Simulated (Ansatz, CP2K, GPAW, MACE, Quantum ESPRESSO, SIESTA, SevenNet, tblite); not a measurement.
# Ta2H10C4Cl8O3 (P2_1/c) (108 atoms) in other programs, against a plane-wave reference

Aim: run Ta2H10C4Cl8O3 (P2_1/c) (108 atoms) in several programs and set results and cost side by side. A plane-wave run serves as the reference.

Main program and level: Ansatz 0.2.0; Kohn-Sham DFT, PBE, PAW, plane waves.

**1. The structure**

The cell holds 108 atoms: 8 Ta, 40 H, 16 C, 32 Cl and 12 O. Cell: a = 6.639 Å, b = 26.008 Å, c = 10.653 Å, α = 90.0°, β = 114.3°, γ = 90.0°. It derives from Ta2H10C4Cl8O3 (P2_1/c), repeated 1×1×1. Ta2H10C4Cl8O3, space group P2_1/c, structure from the Crystallography Open Database, 1 x 1 x 1 conventional cells; every coordinate displaced by a Gaussian of 0.02 Å; bonds to H set to neutron lengths (C-H 1.089, N-H 1.015, O-H 0.983, B-H 1.19 Å) where the listed ones are shorter. Then every atom was moved at random, 0.05 Å r.m.s. a Cartesian component (hydrogen 0.6 of that).

**2. Reference: Ansatz, plane waves**

The PAW files are the set soft_2.

The input, input.yaml:

```yaml
crystal:
  lattice:
    - [6.6388, 0.0, 0.0]
    - [0.0, 26.0083, 0.0]
    - [-4.37581, 0.0, 9.71248]
  atoms:
    - { symbol: Ta, position: [0.43901, 0.89527, 0.16185] }
    - { symbol: Ta, position: [0.54477, 0.39227, 0.33195] }
    - { symbol: Ta, position: [0.56991, 0.10833, 0.83584] }
    - { symbol: Ta, position: [0.42979, 0.60803, 0.66325] }
    [... 98 atom lines left out ...]
    - { symbol: O, position: [0.25107, 0.08776, 0.34482] }
    - { symbol: O, position: [0.73834, 0.58155, 0.15006] }
    - { symbol: O, position: [0.58495, 0.83884, 0.74164] }
    - { symbol: O, position: [0.40414, 0.3421, 0.74706] }
    - { symbol: O, position: [0.41627, 0.15795, 0.25238] }
    - { symbol: O, position: [0.58866, 0.65794, 0.24939] }
kpoints:
  mp_grid: { grid: [1, 1, 1] }
hamiltonian:
  xc: pbe
scf:
  occupations: { method: fermi_dirac, width: 0.05 }
output:
  forces: true
  eigenvalues: true
  populations: true
  stress: true
```

On the command line:

```sh
ansatz run input.yaml --threads 4 --pin off --max-ram 8192MiB --backend cpu --events-out ev --progress --plain --runs-dir out
```

Numbers of over 12 decimals in the logs are rounded to 6 here.

The log of the run:

```text
[...]
Pseudopotentials: kind: paw
Pseudopotential: Ta, paw, valence charge 13, recommended cutoff 420 eV (normal), Ta.paw.azcp
Pseudopotential: H, paw, valence charge 1, recommended cutoff 420 eV (normal), H.paw.azcp
Pseudopotential: C, paw, valence charge 4, recommended cutoff 420 eV (normal), C.paw.azcp
Pseudopotential: Cl, paw, valence charge 7, recommended cutoff 420 eV (normal), Cl.paw.azcp
Pseudopotential: O, paw, valence charge 6, recommended cutoff 420 eV (normal), O.paw.azcp
[... 5 lines on functional and potentials left out ...]
Crystal: 108 atoms, lattice volume = 1676.995 Å³
Basis set: ecut = 420 eV, 32745 PW (Γ), exchange–correlation on 90×360×144 points (8 copies of the dense FFT grid, shifted against one another)
Bands: 360, of which v1, the nominal top of the filled ones, is band 252 counted from 1 (251 counted from 0)
Symmetry: 1 space group operations
Space group: P1 (ITA 1), of the structure as read, at distance tolerance 1.2e-4 Å
k-points: 1
[... 11 lines on functional and potentials left out ...]
Initial density: superposition of atomic densities (neutral atoms: chi_scale 0, normalization atom), corrected by the library's trained network
Initial wavefunctions: pseudopotential atomic-orbital guess
[...]
SCF iter   1: F=—  HF=-125512.270758 eV  |F-HF|=—  |Δ(HF+E_count)|=         —  Δρ=4.21e-3  dr2=4.93e-1  ethr=1.77e-3  ⟨swp⟩=6.0  Hψ=1538  notcnv=0  defer=16
preconditioner: auto → Resta (q_TF=auto, 2.233 Å⁻¹)  ε∞=3.3  [insulator: Δε(μ)=2.542 eV  Ē_g=12.429 eV  σ=0.050 eV  W_gap=1.00  n_scr=324 (ndim 8)  ℏωp=18.7 eV  f_vac=0.128  D(μ)=0.00/eV (n_scr^D=0)  ε∞_Penn≈3.3]
[...]
SCF iter  10: F=—  HF=-125512.127166 eV  |F-HF|=—  |Δ(HF+E_count)|=   2.85e-7  Δρ=3.13e-6  dr2=2.28e-7  ethr=1.89e-10  ⟨swp⟩=2.0  Hψ=488  notcnv=0  defer=92
SCF iter  11: F=-125512.127166 eV  HF=-125512.127166 eV  |F-HF|=9.26e-9  |Δ(HF+E_count)|=   1.21e-8  Δρ=1.41e-6  dr2=3.71e-8  ethr=1.98e-11  ⟨swp⟩=14.0  Hψ=2071  notcnv=0
SCF 1 converged in 11 iterations: F = -125512.127166 eV  dr2 = 3.71e-8
[...]
SCF converged after 11 iterations
Free energy (F): -125512.127166 eV
Harris-Foulkes:  -125512.127166 eV  (|F-HF|=9.26e-9)
Internal energy: -125512.127166 eV  (E = F + TS)
E sigma→0 (E₀):  -125512.127166 eV
Fermi energy:    2.812605 eV
--- Per-component energies (eV) ---
[...]
Σ components = -125512.127166   (vs F -125512.127166, Δ=0.00e0)
--- Forces (eV/Å), atoms counted from 1 ---
  atom   1  Ta    -0.00470621    -2.24739127     0.92042104
  atom   2  Ta     2.66784598     0.14280917     0.72374619
  atom   3  Ta    -1.78760496    -2.25941648     0.04263925
  atom   4  Ta     0.44504448    -0.73763968    -0.69549823
[...]
atom 108  O     -0.11075388     0.09430575     0.81358623
  max |Σ_I F_I| component: 6.83e-5 eV/Å
--- Stress (GPa, compression-positive) ---
        4.395260      -1.186748      -0.176449
       -1.186748       3.298132       0.226631
       -0.176448       0.226631       5.135930
  P = ⅓ Tr σ = 4.2764 GPa (42.764 kbar)
--- Band table (eV) ---
  k-point 0: bands = ["-67.1770", "-66.9780", "-66.8111", "-66.6671", [... 344 levels ...], "11.1159", "11.1542", "11.1943", "11.2061", "11.2629", "11.3211", "11.3382", "11.3923", "11.4106", "11.4387", "11.4547", "11.5027"]
--- Löwdin populations: 108 sites ---
  site symbol       q [e]
     0     Ta     11.7267
     1     Ta     11.7069
     2     Ta     11.7399
[...]
107      O      6.3545
  spilling = 0.007477 (of n_electrons = 504.000000)
```

Wall time 25 s (4 threads of Arm Neoverse V1, shared host); peak memory 2.1 GiB; 97 s of CPU time.

The column dr2 measures how far the density is from self-consistency, as an energy; F and HF (Harris–Foulkes) agree once it is small.

Numbers from this run:

```
free energy                                      : -125512.1272 eV
free energy per atom                             : -1162.1493 eV/atom
SCF cycles                                       : 11
pressure                                         : 4.276 GPa
r.m.s. force component                           : 1.993 eV/Å
longest force                                    : 11.93 eV/Å
Fermi energy                                     : 2.813 eV
gap (highest filled to lowest empty level) : 2.143 eV
spilling of the projection                       : 0.007477
```

Neighbours are counted within 1.34 Å (H-C), 3.18 Å (Cl-Ta), 1.85 Å (C-C), 1.73 Å (C-O), 2.76 Å (O-Ta).

Length of the force by element and coordination:

| element | coordination | atoms | mean length of the force (eV/Å) | spread | least | most |
| --- | --- | --- | --- | --- | --- | --- |
| C | all | 16 | 5.75 | 3.19 | 1.21 | 11.9 |
| Cl | all | 32 | 0.917 | 0.581 | 0.131 | 3.42 |
| H | all | 40 | 1.99 | 2.16 | 0.306 | 8.73 |
| O | all | 12 | 2.94 | 1.53 | 0.718 | 5.26 |
| O | 2 | 4 | 2.62 | 1.49 | 0.718 | 4.66 |
| O | 3 | 8 | 3.10 | 1.52 | 0.827 | 5.26 |
| Ta | all | 8 | 2.93 | 1.17 | 1.11 | 4.99 |

Löwdin charges by element and coordination (they lack the spilled electrons, 0.035 e an atom on average):

| element | coordination | atoms | mean charge (e) | spread | least | most |
| --- | --- | --- | --- | --- | --- | --- |
| C | all | 16 | -0.157 | 0.0892 | -0.258 | -0.0337 |
| Cl | all | 32 | -0.275 | 0.0712 | -0.393 | -0.122 |
| H | all | 40 | 0.218 | 0.0245 | 0.155 | 0.271 |
| O | all | 12 | -0.377 | 0.102 | -0.532 | -0.26 |
| O | 2 | 4 | -0.516 | 0.0125 | -0.532 | -0.504 |
| O | 3 | 8 | -0.307 | 0.0314 | -0.354 | -0.26 |
| Ta | all | 8 | 1.36 | 0.0755 | 1.26 | 1.44 |

The levels nearest the highest filled one (over half full), pooled over k-points and spins:

| level less the highest filled one (eV) | occupation |
| --- | --- |
| -0.480 | 2 |
| -0.396 | 2 |
| -0.363 | 2 |
| -0.343 | 2 |
| -0.271 | 2 |
| 0 | 2 |
| 2.14 | 0 |
| 2.19 | 0 |
| 2.28 | 0 |
| 2.38 | 0 |
| 2.39 | 0 |
| 2.42 | 0 |

**3. Structure statistics**

Density 2.98 g/cm³, 15.53 Å³ an atom.

g(r), total and by pair (bins of 0.2 Å):

| r (Å) | total | H-H | H-Cl | H-C | H-O | H-Ta | Cl-Cl |
| --- | --- | --- | --- | --- | --- | --- | --- |
| 0.90 | 0.52 | 0.00 | 0.00 | 4.75 | 0.00 | 0.00 | 0.00 |
| 1.10 | 3.33 | 0.00 | 0.00 | 30.35 | 0.00 | 0.00 | 0.00 |
| 1.30 | 0.33 | 0.00 | 0.00 | 0.69 | 0.00 | 0.00 | 0.00 |
| 1.50 | 0.77 | 0.00 | 0.00 | 0.00 | 0.00 | 0.00 | 0.00 |
| 1.70 | 1.13 | 7.14 | 0.00 | 0.00 | 0.00 | 0.00 | 0.00 |
| 1.90 | 0.39 | 1.50 | 0.00 | 0.54 | 0.73 | 0.00 | 0.00 |
| 2.10 | 1.46 | 0.18 | 0.00 | 2.82 | 11.11 | 0.00 | 0.00 |
| 2.30 | 1.10 | 1.56 | 0.00 | 0.42 | 0.84 | 0.00 | 0.00 |
| 2.50 | 0.84 | 1.99 | 0.16 | 1.46 | 0.44 | 0.00 | 0.00 |
| 2.70 | 0.69 | 0.78 | 0.56 | 2.56 | 1.93 | 0.00 | 0.00 |
| 2.90 | 1.00 | 1.10 | 2.59 | 0.88 | 0.00 | 0.00 | 0.00 |
| 3.10 | 1.22 | 0.86 | 2.51 | 0.22 | 0.00 | 0.43 | 0.13 |
| 3.30 | 1.17 | 0.15 | 1.78 | 0.47 | 1.02 | 0.77 | 3.31 |
| 3.50 | 1.07 | 0.61 | 0.68 | 0.26 | 0.56 | 2.39 | 2.28 |
| 3.70 | 0.90 | 0.60 | 0.57 | 0.15 | 0.69 | 1.40 | 2.10 |
| 3.90 | 0.85 | 0.55 | 0.81 | 1.30 | 0.09 | 2.19 | 1.29 |
| 4.10 | 1.04 | 0.90 | 1.28 | 0.95 | 0.41 | 3.08 | 1.08 |
| 4.30 | 0.83 | 0.55 | 1.32 | 0.22 | 1.05 | 1.68 | 0.64 |
| 4.50 | 0.94 | 0.93 | 1.11 | 0.72 | 1.29 | 0.92 | 0.31 |
| 4.70 | 0.99 | 1.11 | 1.03 | 0.90 | 0.84 | 0.47 | 1.41 |
| 4.90 | 0.87 | 0.27 | 1.16 | 0.22 | 1.09 | 0.86 | 0.60 |
| 5.10 | 0.87 | 0.55 | 1.04 | 0.56 | 1.01 | 1.36 | 0.66 |
| 5.30 | 0.78 | 0.89 | 0.89 | 0.37 | 1.33 | 0.67 | 0.88 |
| 5.50 | 0.78 | 1.19 | 0.86 | 0.21 | 1.15 | 1.03 | 0.73 |
| 5.70 | 0.96 | 1.18 | 1.01 | 1.02 | 0.94 | 1.10 | 0.52 |
| 5.90 | 1.02 | 0.55 | 1.19 | 2.16 | 0.99 | 0.72 | 0.48 |
| 6.10 | 1.12 | 0.87 | 1.15 | 1.43 | 1.01 | 1.07 | 1.12 |
| 6.30 | 0.98 | 1.18 | 1.04 | 1.26 | 0.77 | 0.95 | 0.79 |

Bonds by pair of elements; cutoffs follow the first minimum of g(r), held within bounds set by covalent radii, and pairs that aren't listed don't count as bonded:

| pair A-B | cutoff (Å) | bonds | mean length (Å) | spread (Å) | shortest (Å) | B about A | A about B |
| --- | --- | --- | --- | --- | --- | --- | --- |
| H-C | 1.34 | 40 | 1.09 | 0.067 | 0.93 | 1 | 2.5 |
| Cl-Ta | 3.18 | 32 | 2.35 | 0.087 | 2.16 | 1 | 4 |
| C-C | 1.85 | 4 | 1.42 | 0.062 | 1.34 | 0.5 | 0.5 |
| C-O | 1.73 | 16 | 1.48 | 0.088 | 1.33 | 1 | 1.33 |
| O-Ta | 2.76 | 16 | 2.05 | 0.192 | 1.71 | 1.33 | 2 |

How many atoms have how many bonded neighbours:

| element | mean | 1 | 2 | 3 | 4 | 6 |
| --- | --- | --- | --- | --- | --- | --- |
| C | 4 | 0 | 0 | 0 | 16 | 0 |
| Cl | 1 | 32 | 0 | 0 | 0 | 0 |
| H | 1 | 40 | 0 | 0 | 0 | 0 |
| O | 2.67 | 0 | 4 | 8 | 0 | 0 |
| Ta | 6 | 0 | 0 | 0 | 0 | 8 |

Rings of the network by King's shortest-path rule, up to 12 atoms, one path for each pair of neighbours; H, halogens, alkali and alkaline-earth atoms are left out, and the last column divides by all other atoms, bonded or not:

| ring size (atoms) | rings | per network atom |
| --- | --- | --- |
| 5 | 4 | 0.111 |

**4. The ladder**

The programs:
- CP2K 2026.2: Gaussian basis with GTH pseudopotentials and a plane-wave density; labels give functional, basis (MOLOPT sets; SR short-range, UZH the newer set with its own potentials), grid cutoff/relative cutoff and solver (OT: orbital transformation; TRS4, TC2, SIGN: linear-scaling purification with its sparsity filter), or its built-in tight binding.
- GPAW 26.7.0: PAW with atomic orbitals (LCAO), plane waves or a real-space grid of spacing h.
- MACE: machine-learned potential, published weights.
- Quantum ESPRESSO 7.5: plane waves; labels (QE) give functional, pseudopotential set and cutoffs of waves/density.
- SIESTA 5.4.2: numerical atomic orbitals, whose automatically made sets are far from complete, with PseudoDojo norm-conserving potentials that we converted to its format (checked against plane waves on the same files for H, C, O, Si, Ge and Ca alone); labels give functional, basis size, energy shift and mesh cutoff.
- SevenNet: machine-learned potential, published weights.
- tblite 0.8.0: extended tight binding, driven from Python.

All use the same cell and atoms; the electronic-structure runs use the same k-mesh, and an electronic temperature of 580 K (0.05 eV) where levels are smeared.

Differences are against the plane-wave reference, forces as r.m.s. over components; share is that over the reference's r.m.s. force, slope the least-squares factor from reference forces to these. Total energies of different programs have different zeros and aren't compared.

| run | Δ force, r.m.s. (meV/Å) | share (%) | slope | Δ pressure (GPa) | Δ gap (eV) | cores | CPU time | memory (GiB) |
| --- | --- | --- | --- | --- | --- | --- | --- | --- |
| reference | - | - | - | - | - | 4 | 97 s | 2.1 |
| CP2K PBE, DZVP-UZH, 300/50 Ry, diagonalisation (coarse) | 128 | 6.43 | 1.011 | -0.307 | -0.0782 | 4 | 12 min | 3.4 |
| CP2K PBE, DZVP-UZH, 600/50 Ry, diagonalisation | 128 | 6.44 | 1.009 | -0.324 | -0.0779 | 4 | 13 min | 6.4 |
| GPAW PBE, LCAO dzp, h 0.18 Å | 320 | 16.0 | 1.101 | - | -0.176 | 2 | 2.4 min | 1.7 |
| GPAW PBE, LCAO dzp, h 0.25 Å (coarse) | 406 | 20.4 | 1.105 | - | -0.173 | 1 | 79 s | 0.76 |
| GPAW PBE, LCAO sz(dzp), h 0.18 Å (coarse) | 1681 | 84.4 | 1.409 | - | -0.617 | 1 | 55 s | 1.2 |
| GPAW RPBE, LCAO dzp, h 0.18 Å | 342 | 17.1 | 1.113 | - | -0.159 | 2 | 2.4 min | 1.8 |
| MACE MP-0b3 medium potential | 186 | 9.33 | 0.980 | 0.0276 | - | 1 | 8.1 s | 1.2 |
| QE PBE, sssp-1.3.0-efficiency, 25/200 Ry (coarse) | 207 | 10.4 | 1.042 | -15.7 | -4.0e-4 | 2 | 10 min | 2.0 |
| QE PBE, sssp-1.3.0-efficiency, 60/480 Ry | 49.0 | 2.46 | 1.006 | 0.0276 | 0.0029 | 4 | 44 min | 7.4 |
| SIESTA PBE, DZP, shift 0.002 Ry, mesh 500 Ry | 427 | 21.4 | 1.124 | 1.86 | -0.267 | 4 | 13 min | 3.5 |
| SIESTA PBE, DZP, shift 0.01 Ry, mesh 500 Ry | 363 | 18.2 | 1.111 | -0.329 | -0.297 | 2 | 6.2 min | 2.1 |
| SevenNet 0 potential | 268 | 13.5 | 0.947 | -0.546 | - | 1 | 8.1 s | 1.0 |
| SevenNet l3i5 potential | 182 | 9.14 | 0.961 | -0.840 | - | 1 | 10 s | 1.6 |
| tblite GFN1-xTB | 462 | 23.2 | 0.949 | -4.98 | - | 1 | 7 s | 0.18 |

Rows marked coarse were listed beforehand as settings not expected to be converged; some can still land near the reference.

Times of the machine-learned potentials are mostly Python's start and the loading of weights.

CPU time is summed over cores on a shared host, where runs went side by side, so it is rough. Symmetry, cutoffs, thresholds, outputs and thread counts weren't matched or tuned between programs; memory under MPI is the largest rank's times the ranks.

Mean charges by element (e), by run and scheme:

| run | scheme | Ta | H | C | Cl | O |
| --- | --- | --- | --- | --- | --- | --- |
| reference | Löwdin | +1.36 | +0.22 | -0.16 | -0.27 | -0.38 |
| CP2K PBE, DZVP-UZH, 600/50 Ry, diagonalisation | Mulliken | +0.78 | +0.14 | -0.09 | -0.20 | -0.33 |
| CP2K PBE, DZVP-UZH, 600/50 Ry, diagonalisation | Hirshfeld | +0.57 | +0.03 | -0.03 | -0.11 | -0.13 |
| SIESTA PBE, DZP, shift 0.002 Ry, mesh 500 Ry | Hirshfeld | +0.70 | +0.02 | -0.03 | -0.14 | -0.13 |
| SIESTA PBE, DZP, shift 0.01 Ry, mesh 500 Ry | Hirshfeld | +0.68 | +0.01 | 0.00 | -0.14 | -0.11 |
| tblite GFN1-xTB | Mulliken | +1.59 | +0.06 | +0.17 | -0.37 | -0.51 |

The reference's Löwdin charges lack the electrons that the projection spills, 0.035 e an atom on average.

Within one program, basis, potentials and functional, energies share a zero. Each run against its twin at the usual cutoff or grid and solver:

| run | twin | Δ energy (meV/atom) | Δ force, r.m.s. (meV/Å) | CPU time over the twin's |
| --- | --- | --- | --- | --- |
| CP2K PBE, DZVP-UZH, 300/50 Ry, diagonalisation | DZVP-UZH, 600/50 Ry, diagonalisation | -0.439 | 38.4 | 0.95 |
| GPAW PBE, LCAO dzp, h 0.25 Å | LCAO dzp, h 0.18 Å | 229 | 228 | 0.55 (this twin ran on 2 cores) |
| QE PBE, sssp-1.3.0-efficiency, 25/200 Ry | sssp-1.3.0-efficiency, 60/480 Ry | 431 | 203 | 0.23 (this twin ran on 4 cores) |

**5. Results**

| Quantity | Value |
| --- | --- |
| reference r.m.s. force component | 1.99 eV/Å |
| nearest in forces | QE PBE, sssp-1.3.0-efficiency, 60/480 Ry, 2.5 % |
| farthest in forces | GPAW PBE, LCAO sz(dzp), h 0.18 Å (coarse), 84 % |
| cheapest electronic-structure run beside the reference | tblite GFN1-xTB, 7 s of CPU time |

In words: PBE on plane waves or a grid with other potentials, cutoffs or grids, coarse settings apart, differs from the reference by 2.5 % (QE PBE, sssp-1.3.0-efficiency, 60/480 Ry) of the r.m.s. force; this holds the reference's own error, so differences of a few per cent don't tell which side is nearer the exact PBE result (QE's 60 Ry are 816 eV, against the reference's 420 eV). The PBE runs in local orbitals, coarse settings apart, differ by 6.4 % (CP2K PBE, DZVP-UZH, 600/50 Ry, diagonalisation) to 21 % (SIESTA PBE, DZP, shift 0.002 Ry, mesh 500 Ry); basis, grid and potentials can all enter. Tight binding differs by 23 % (tblite GFN1-xTB); it is another model, with fitted parameters of its own, and the xTB methods hold dispersion. Machine-learned potentials differ by 9.1 % (SevenNet l3i5 potential) to 13 % (SevenNet 0 potential); they were trained on other programs' data. Rows with another functional or a dispersion term differ by 17 % (GPAW RPBE, LCAO dzp, h 0.18 Å), which mixes the change of model with differences of basis and potentials. Runs with settings chosen to be coarse differ by 6.4 % (CP2K PBE, DZVP-UZH, 300/50 Ry, diagonalisation) to 84 % (GPAW PBE, LCAO sz(dzp), h 0.18 Å), their programs' other errors included. One electronic-structure run takes under half the reference's CPU time: tblite GFN1-xTB, at 23 % in 7 s against 97 s; its pressure misses by -5.0 GPa. SIESTA PBE, DZP, shift 0.002 Ry, mesh 500 Ry stiffens the forces by a factor of 1.12 while following their directions (correlation 0.988); the slopes of the 2 SIESTA runs lie between 1.11 and 1.12. At the same functional, gaps differ from the reference's 2.14 eV by between -0.62 and +0.00 eV. These are spacings on the run's k-points, which needn't hold the band edges. In pressure, QE PBE, sssp-1.3.0-efficiency, 25/200 Ry misses by -15.7 GPa, at the same functional; a cutoff this low leaves a large Pulay stress. Charges hang on model, scheme and program or settings: among these rows the mean for C runs from -0.16 to +0.17 e, even in sign. In the reference: filled and empty levels are parted by 2.14 eV at Γ alone; the mesh holds the band edges only if they fold onto it, so the gap at this level can be narrower or closed. In the reference: mean Löwdin charges: C -0.16, Cl -0.27, H +0.22, O -0.38, Ta +1.36 e (they miss 0.75 % of the electrons, so they add up to more than the cell's charge). Periodic xTB results under one method name differ between programs and library versions. With short bonds to hydrogen, sets of potentials differ among themselves by several per cent in forces even at converged cutoffs, so the reference isn't exact here either. Machine-learned potentials mimic data converged in k, so the reference's own k-point error enters their differences. The reference's PBE has no dispersion term, which matters for the binding between molecules or layers. The published positions, changed by the recipe (random displacements or longer bonds to H), lie far from the minimum at this level of theory. The reference's pressure of 4.3 GPa belongs to a cell and atoms that aren't relaxed at this level. The electronic-structure runs sample only Γ, in a cell whose shortest periodic width is 6 Å. Spin–orbit coupling is left out, which matters for the levels of the heavy elements.

[Also dropped from logs without a mark: logging warnings of Python, and SIESTA's first energy breakdown and zero terms.]

[Logs are printed without paths, hosts, clocks, repeated set-up lines and the standing remarks that a program may print on its own settings, such as how far it seeks lower states.]

[Hosts, paths, dates, database ids (printed as entryN), source tags and the programs' standing remarks are cut or masked in the printed files.]
